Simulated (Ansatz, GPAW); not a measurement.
# Work function of Se/Fe(110) at several levels, part 2 of 3

Wanted: work functions and dipole of Se/Fe(110), with the cost of each level.

GPAW 26.7.0 and Ansatz 0.2.0; Ansatz plane waves; slab in vacuum with a dipole correction, relaxation; PAW set soft_1 (the session's first sound run).

So far, upper work function (eV): step 2 (relaxation) 4.54.

## 3. The slab's potential

With the geometry fixed, the planar mean of the potential gives the vacuum level on each side.

This step: GPAW, PAW setups; slab in vacuum (GPAW 26.7.0).

run.py

```python
import json
import numpy as np
from ase import Atoms
from gpaw import GPAW, PW

slab = Atoms(
    ['Fe', 'Fe', 'Fe', 'Fe', 'Fe', 'Fe', 'Fe', 'Fe', 'Fe', 'Fe', 'Fe', 'Fe', 'Fe', 'Fe', 'Fe', 'Fe', 'Se', 'Se'],
    positions=[
        [0.00000, 0.00000, 9.00000],
        [2.02940, 0.00000, 11.02940],
        [0.00000, -0.00000, 13.01690],
        [2.02940, 0.00000, 15.11844],
        [2.02940, 1.43500, 9.00000],
        [4.05879, 1.43500, 11.02940],
        [2.02940, 1.43500, 13.05367],
        [4.05879, 1.43500, 14.96229],
        [2.02940, -1.43500, 9.00000],
        [4.05879, -1.43500, 11.02940],
        [2.02940, -1.43500, 13.05367],
        [4.05879, -1.43500, 14.96229],
        [4.05879, 0.00000, 9.00000],
        [6.08819, 0.00000, 11.02940],
        [4.05879, 0.00000, 13.01690],
        [6.08819, 0.00000, 15.11844],
        [-0.00000, 0.00000, 16.79342],
        [4.05879, 0.00000, 16.79342]],
    cell=[[4.05879, -2.87, 0.0], [4.05879, 2.87, 0.0], [0.0, 0.0, 26.31127]],
    pbc=[True, True, False],
    magmoms=[2.5, 2.5, 2.5, 2.5, 2.5, 2.5, 2.5, 2.5, 2.5, 2.5, 2.5, 2.5, 2.5, 2.5, 2.5, 2.5, 0.0, 0.0])

slab.calc = GPAW(mode=PW(400), xc='PBE', kpts={'size': (7, 7, 1), 'gamma': True},
                 occupations={'name': 'fermi-dirac', 'width': 0.1}, nbands='160%',
                 convergence={'density': 1e-05}, maxiter=200,
                 poissonsolver={'dipolelayer': 'xy'},
                 symmetry={'tolerance': 1e-3}, txt='slab.txt')
result = {}
energy = slab.get_potential_energy()
fermi = slab.calc.get_fermi_level()
v = slab.calc.get_electrostatic_potential().mean((0, 1)) - fermi
n = slab.calc.get_pseudo_density().mean((0, 1))
L = slab.cell[2, 2]
z = np.arange(len(v)) * L / len(v)
low, high = slab.positions[:, 2].min(), slab.positions[:, 2].max()
below, above = np.interp([low - 6.8, high + 6.8], z, v)
slopes = [np.interp(x, z, np.gradient(v, z)) for x in (low - 6.8, high + 6.8)]
eps = np.array([[slab.calc.get_eigenvalues(k, s) for k in range(len(slab.calc.get_ibz_k_points()))]
                for s in range(slab.calc.get_number_of_spins())]) - fermi
top, bottom = eps[eps < 0].max(), eps[eps > 0].min()
dipole = slab.get_dipole_moment()[2]
print(f'energy {energy:.4f} eV, Fermi level {fermi:.4f} eV, dipole {dipole:.5f} e A')
print(f'potential 6.8 A off the faces, from the Fermi level: lower {below:.4f} eV, upper {above:.4f} eV')
print(f'slope of the potential there: lower {slopes[0]:.5f}, upper {slopes[1]:.5f} eV/A')
print(f'nearest levels on the mesh: {top:.4f} and {bottom:.4f} eV')
print('magnetic moment', round(slab.get_magnetic_moment(), 3))
result.update(energy=energy, fermi=fermi, dipole=dipole, below=below, above=above, slopes=slopes, edges=[top, bottom],
              z=z.tolist(), v=v.tolist(), n=n.tolist(), positions=slab.positions.tolist(),
              forces=slab.get_forces(apply_constraint=False).tolist(), moments=slab.get_magnetic_moments().tolist())
json.dump(result, open('result.json', 'w'))
```

The run is started by

```bash
$ OMP_NUM_THREADS=1 OPENBLAS_NUM_THREADS=1 python run.py
```

The program printed:

```text
energy -146.2281 eV, Fermi level 0.6865 eV, dipole 0.02551 e A
potential 6.8 A off the faces, from the Fermi level: lower 4.7442 eV, upper 4.5300 eV
slope of the potential there: lower -0.00001, upper -0.00008 eV/A
nearest levels on the mesh: -0.0001 and 0.0043 eV
magnetic moment 38.405
```

Wall time 87 min (1 thread of Arm Neoverse V2, shared host); peak memory 1.3 GiB.

This step gave:

```
dipole along the normal                    : 0.02551 e·Å
levels nearest the Fermi level on the mesh : -7.83e-5, 0.004327 eV from the Fermi level
upper work function                        : 4.530 eV
lower work function                        : 4.744 eV
sum of the site moments                    : 38.36 μB
```

The electrostatic potential energy of an electron (without an applied field's), less the Fermi level, planar mean oscillates, so the rows of the table below give means over windows of 2 Å about each position, cut where the curve ends. Its maxima inside the range that stand out by 2 % of the span (Å: eV): 10.0: -0.878, 12.0: -1.06, 14.0: -1.20, 16.0: -3.16. Its minima: 9.1: -21.1, 11.1: -21.2, 13.1: -21.3, 15.1: -21.1, 16.8: -16.0.

Table of electrostatic potential energy of an electron (without an applied field's), less the Fermi level, planar mean by z; means over each step:

| z (Å) | electrostatic potential energy of an electron (without an applied field's), less the Fermi level, planar mean (eV) |
| --- | --- |
| 1.00 | 4.73 |
| 3.00 | 4.74 |
| 5.00 | 4.74 |
| 7.00 | 3.92 |
| 9.00 | -9.72 |
| 11.00 | -9.78 |
| 13.00 | -9.83 |
| 15.00 | -10.3 |
| 17.00 | -6.19 |
| 19.00 | 4.33 |
| 21.00 | 4.53 |
| 23.00 | 4.53 |
| 25.00 | 4.53 |

The pseudo valence density, planar mean oscillates, so the rows of the table below give means over windows of 2 Å about each position, cut where the curve ends. Its maxima inside the range that stand out by 2 % of the span (Å: e/Å³): 9.1: 1.38, 10.9: 1.34, 13.1: 1.39, 14.9: 1.30, 17.3: 0.304. Its minima: 10.1: 0.301, 12.0: 0.305, 14.1: 0.313, 16.8: 0.172.

Pseudo valence density, planar mean against z; means over each step:

| z (Å) | pseudo valence density, planar mean (e/Å³) |
| --- | --- |
| 3.00 | 1.8e-6 |
| 5.00 | 2.1e-4 |
| 7.00 | 0.0273 |
| 9.00 | 0.657 |
| 11.00 | 0.684 |
| 13.00 | 0.686 |
| 15.00 | 0.694 |
| 17.00 | 0.245 |
| 19.00 | 0.0105 |
| 21.00 | 2.7e-5 |

Site moment by atom:

| atom | site moment (μB) |
| --- | --- |
| Fe1 | 2.63 |
| Fe2 | 2.41 |
| Fe3 | 2.34 |
| Fe4 | 2.53 |
| Fe5 | 2.62 |
| Fe6 | 2.41 |
| Fe7 | 2.40 |
| Fe8 | 1.88 |
| Fe9 | 2.62 |
| Fe10 | 2.41 |
| Fe11 | 2.40 |
| Fe12 | 1.88 |
| Fe13 | 2.63 |
| Fe14 | 2.41 |
| Fe15 | 2.34 |
| Fe16 | 2.53 |
| Se17 | -0.03 |
| Se18 | -0.03 |

Force by atom:

| atom | x (eV/Å) | y (eV/Å) | z (eV/Å) | size |
| --- | --- | --- | --- | --- |
| Fe1 | 0.000 | 0.000 | 0.155 | 0.155 |
| Fe2 | 0.000 | 0.000 | -0.099 | 0.099 |
| Fe3 | 0.000 | 0.000 | -0.013 | 0.013 |
| Fe4 | 0.000 | 0.000 | 0.070 | 0.070 |
| Fe5 | 0.000 | 0.000 | 0.134 | 0.134 |
| Fe6 | 0.000 | 0.000 | -0.367 | 0.367 |
| Fe7 | 0.000 | 0.000 | 0.015 | 0.015 |
| Fe8 | 0.000 | 0.000 | -0.024 | 0.024 |
| Fe9 | 0.000 | 0.000 | 0.134 | 0.134 |
| Fe10 | 0.000 | 0.000 | -0.367 | 0.367 |
| Fe11 | 0.000 | 0.000 | 0.015 | 0.015 |
| Fe12 | 0.000 | 0.000 | -0.024 | 0.024 |
| Fe13 | 0.000 | 0.000 | 0.155 | 0.155 |
| Fe14 | 0.000 | 0.000 | -0.099 | 0.099 |
| Fe15 | 0.000 | 0.000 | -0.013 | 0.013 |
| Fe16 | 0.000 | 0.000 | 0.070 | 0.070 |
| Se17 | 0.000 | 0.000 | 0.130 | 0.130 |
| Se18 | 0.000 | 0.000 | 0.130 | 0.130 |

The potential is flat to 8.1e-5 eV/Å where it is read, so the vacuum is wide enough. The geometry is the other program's minimum; here the largest force on a free atom is 0.13 eV/Å.

## 4. Self-consistent run: xc = "LDA"

The same geometry under LDA, to see how far the functional moves the levels against the vacuum.

Edit run.py of step 3 so:

```diff
@@ -30,3 +30,3 @@
 
-slab.calc = GPAW(mode=PW(400), xc='PBE', kpts={'size': (7, 7, 1), 'gamma': True},
+slab.calc = GPAW(mode=PW(400), xc='LDA', kpts={'size': (7, 7, 1), 'gamma': True},
                  occupations={'name': 'fermi-dirac', 'width': 0.1}, nbands='160%',
```

The program printed:

```text
energy -162.7315 eV, Fermi level 0.3618 eV, dipole 0.04118 e A
potential 6.8 A off the faces, from the Fermi level: lower 5.0958 eV, upper 4.7596 eV
slope of the potential there: lower 0.00000, upper -0.00009 eV/A
nearest levels on the mesh: -0.0030 and 0.0008 eV
magnetic moment 37.249
```

The job ended after 1.8 h (1 thread; peak memory 1.3 GiB).

Numbers from this step:

```yaml
dipole_along_the_normal: 0.04118 e·Å
levels_nearest_the_fermi_level_on_the_mesh: -0.002984, 7.54e-4 eV from the Fermi level
upper_work_function: 4.760 eV
lower_work_function: 5.096 eV
sum_of_the_site_moments: 36.61 μB
```

The electrostatic potential energy of an electron (without an applied field's), less the Fermi level, planar mean oscillates, so the rows of the table below give means over windows of 2 Å about each position, cut where the curve ends. Its maxima inside the range that stand out by 2 % of the span (Å: eV): 10.0: -0.449, 12.0: -0.645, 14.0: -0.777, 16.0: -2.76. Its minima: 9.1: -20.7, 11.1: -20.9, 13.1: -20.9, 15.1: -20.7, 16.8: -15.7.

The electrostatic potential energy of an electron (without an applied field's), less the Fermi level, planar mean by z; means over each step:

| z (Å) | electrostatic potential energy of an electron (without an applied field's), less the Fermi level, planar mean (eV) |
| --- | --- |
| 1.00 | 5.08 |
| 3.00 | 5.10 |
| 5.00 | 5.09 |
| 7.00 | 4.30 |
| 9.00 | -9.31 |
| 11.00 | -9.39 |
| 13.00 | -9.44 |
| 15.00 | -9.89 |
| 17.00 | -5.90 |
| 19.00 | 4.57 |
| 21.00 | 4.76 |
| 23.00 | 4.76 |
| 25.00 | 4.76 |

Pseudo valence density, planar mean against z:

| z (Å) | pseudo valence density, planar mean (e/Å³) |
| --- | --- |
| 5.0 | 7.4e-5 |
| 5.5 | 2.6e-4 |
| 6.0 | 9.7e-4 |
| 6.5 | 0.00339 |
| 7.0 | 0.0119 |
| 7.5 | 0.0397 |
| 8.0 | 0.132 |
| 8.5 | 0.522 |
| 9.0 | 1.34 |
| 9.5 | 0.544 |
| 10.0 | 0.305 |
| 10.5 | 0.509 |
| 11.0 | 1.32 |
| 11.5 | 0.603 |
| 12.0 | 0.305 |
| 12.5 | 0.525 |
| 13.0 | 1.33 |
| 13.5 | 0.594 |
| 14.0 | 0.320 |
| 14.5 | 0.515 |
| 15.0 | 1.29 |
| 15.5 | 0.640 |
| 16.0 | 0.344 |
| 16.5 | 0.318 |
| 17.0 | 0.253 |
| 17.5 | 0.213 |
| 18.0 | 0.0609 |
| 18.5 | 0.0134 |
| 19.0 | 0.00295 |
| 19.5 | 6.5e-4 |
| 20.0 | 1.4e-4 |
| 20.5 | 3.4e-5 |

Site moment by atom:

| atom | site moment (μB) |
| --- | --- |
| Fe1 | 2.52 |
| Fe2 | 2.31 |
| Fe3 | 2.25 |
| Fe4 | 2.37 |
| Fe5 | 2.51 |
| Fe6 | 2.31 |
| Fe7 | 2.28 |
| Fe8 | 1.77 |
| Fe9 | 2.51 |
| Fe10 | 2.31 |
| Fe11 | 2.28 |
| Fe12 | 1.77 |
| Fe13 | 2.52 |
| Fe14 | 2.31 |
| Fe15 | 2.25 |
| Fe16 | 2.37 |
| Se17 | -0.03 |
| Se18 | -0.03 |

Force by atom:

| atom | x (eV/Å) | y (eV/Å) | z (eV/Å) | size |
| --- | --- | --- | --- | --- |
| Fe1 | 0.000 | 0.000 | 0.828 | 0.828 |
| Fe2 | 0.000 | 0.000 | -0.103 | 0.103 |
| Fe3 | 0.000 | 0.000 | -0.067 | 0.067 |
| Fe4 | 0.000 | 0.000 | -0.270 | 0.270 |
| Fe5 | 0.000 | 0.000 | 0.825 | 0.825 |
| Fe6 | 0.000 | 0.000 | -0.328 | 0.328 |
| Fe7 | 0.000 | 0.000 | 0.067 | 0.067 |
| Fe8 | 0.000 | 0.000 | -0.039 | 0.039 |
| Fe9 | 0.000 | 0.000 | 0.825 | 0.825 |
| Fe10 | 0.000 | 0.000 | -0.328 | 0.328 |
| Fe11 | 0.000 | 0.000 | 0.067 | 0.067 |
| Fe12 | 0.000 | 0.000 | -0.039 | 0.039 |
| Fe13 | 0.000 | 0.000 | 0.828 | 0.828 |
| Fe14 | 0.000 | 0.000 | -0.103 | 0.103 |
| Fe15 | 0.000 | 0.000 | -0.067 | 0.067 |
| Fe16 | 0.000 | 0.000 | -0.270 | 0.270 |
| Se17 | 0.000 | 0.000 | -0.913 | 0.913 |
| Se18 | 0.000 | 0.000 | -0.913 | 0.913 |

The upper face's work function is 4.760 eV, against 4.530 eV in the first plane-wave PBE run at this geometry.

## 5. Self-consistent run: xc = "RPBE"

The same geometry under RPBE, to see how far the functional moves the levels against the vacuum.

Edit run.py of step 4 so:

```diff
@@ -30,3 +30,3 @@
 
-slab.calc = GPAW(mode=PW(400), xc='LDA', kpts={'size': (7, 7, 1), 'gamma': True},
+slab.calc = GPAW(mode=PW(400), xc='RPBE', kpts={'size': (7, 7, 1), 'gamma': True},
                  occupations={'name': 'fermi-dirac', 'width': 0.1}, nbands='160%',
```

The program printed:

```text
energy -138.4772 eV, Fermi level 0.8080 eV, dipole 0.01418 e A
potential 6.8 A off the faces, from the Fermi level: lower 4.5801 eV, upper 4.4539 eV
slope of the potential there: lower -0.00002, upper -0.00008 eV/A
nearest levels on the mesh: -0.0029 and 0.0012 eV
magnetic moment 39.088
```

It took 1.7 h on 1 thread; peak memory 1.3 GiB.

Numbers from this step:

* dipole along the normal: 0.01418 e·Å
* levels nearest the Fermi level on the mesh: -0.002934, 0.001154 eV from the Fermi level
* upper work function: 4.454 eV
* lower work function: 4.580 eV
* sum of the site moments: 39.16 μB

The upper face's work function is 4.454 eV, against 4.530 eV in the first plane-wave PBE run at this geometry.

## 6. OptPBE vdW: xc = "optPBE-vdW"

The same geometry under optPBE-vdW, to see how far the functional moves the levels against the vacuum (the van der Waals functionals take revPBE setups).

Edit run.py of step 5 so:

```diff
@@ -30,3 +30,3 @@
 
-slab.calc = GPAW(mode=PW(400), xc='RPBE', kpts={'size': (7, 7, 1), 'gamma': True},
+slab.calc = GPAW(mode=PW(400), xc='optPBE-vdW', kpts={'size': (7, 7, 1), 'gamma': True},
                  occupations={'name': 'fermi-dirac', 'width': 0.1}, nbands='160%',
```

The program printed:

```text
energy -316.6252 eV, Fermi level 0.5468 eV, dipole 0.02083 e A
potential 6.8 A off the faces, from the Fermi level: lower 4.9365 eV, upper 4.7585 eV
slope of the potential there: lower -0.00003, upper -0.00007 eV/A
nearest levels on the mesh: -0.0030 and 0.0024 eV
magnetic moment 37.92
```

Elapsed: 85 min, on 1 thread; peak memory 1.6 GiB.

Numbers from this step:

```
dipole along the normal                    : 0.02083 e·Å
levels nearest the Fermi level on the mesh : -0.003016, 0.002437 eV from the Fermi level
upper work function                        : 4.759 eV
lower work function                        : 4.937 eV
sum of the site moments                    : 37.76 μB
```

The upper face's work function is 4.759 eV, against 4.530 eV in the first plane-wave PBE run at this geometry.

## 7. The ladder

Times are for 1 thread of Arm Neoverse V2, shared host. The series side by side:

| no. | run | upper work function (eV) | lower work function (eV) | time | memory (GiB) |
| --- | --- | --- | --- | --- | --- |
| 1 | pw | 4.530 | 4.744 | 87 min | 1.3 |
| 2 | LDA | 4.760 | 5.096 | 1.8 h | 1.3 |
| 3 | RPBE | 4.454 | 4.580 | 1.7 h | 1.3 |
| 4 | optPBE vdW | 4.759 | 4.937 | 85 min | 1.6 |

## 8. Real-space grid

A real-space grid is a second complete basis, so it checks the plane-wave result.

Edit run.py of step 6 so:

```diff
@@ -3,3 +3,3 @@
 from ase import Atoms
-from gpaw import GPAW, PW
+from gpaw import GPAW
 
@@ -30,3 +30,3 @@
 
-slab.calc = GPAW(mode=PW(400), xc='optPBE-vdW', kpts={'size': (7, 7, 1), 'gamma': True},
+slab.calc = GPAW(mode='fd', h=0.18, xc='PBE', kpts={'size': (7, 7, 1), 'gamma': True},
                  occupations={'name': 'fermi-dirac', 'width': 0.1}, nbands='160%',
```

The program printed:

```text

```

Elapsed: 4.9 h, on 1 thread; peak memory 9.7 GiB.

The run was cut off at its time limit.

(Continued in part 3 of 3.)

[Logs are printed without paths, hosts, clocks, repeated set-up lines and the standing remarks that a program may print on its own settings, such as how far it seeks lower states.]

[Hosts, paths, dates, database ids (printed as entryN), source tags and the programs' standing remarks are cut or masked in the printed files.]
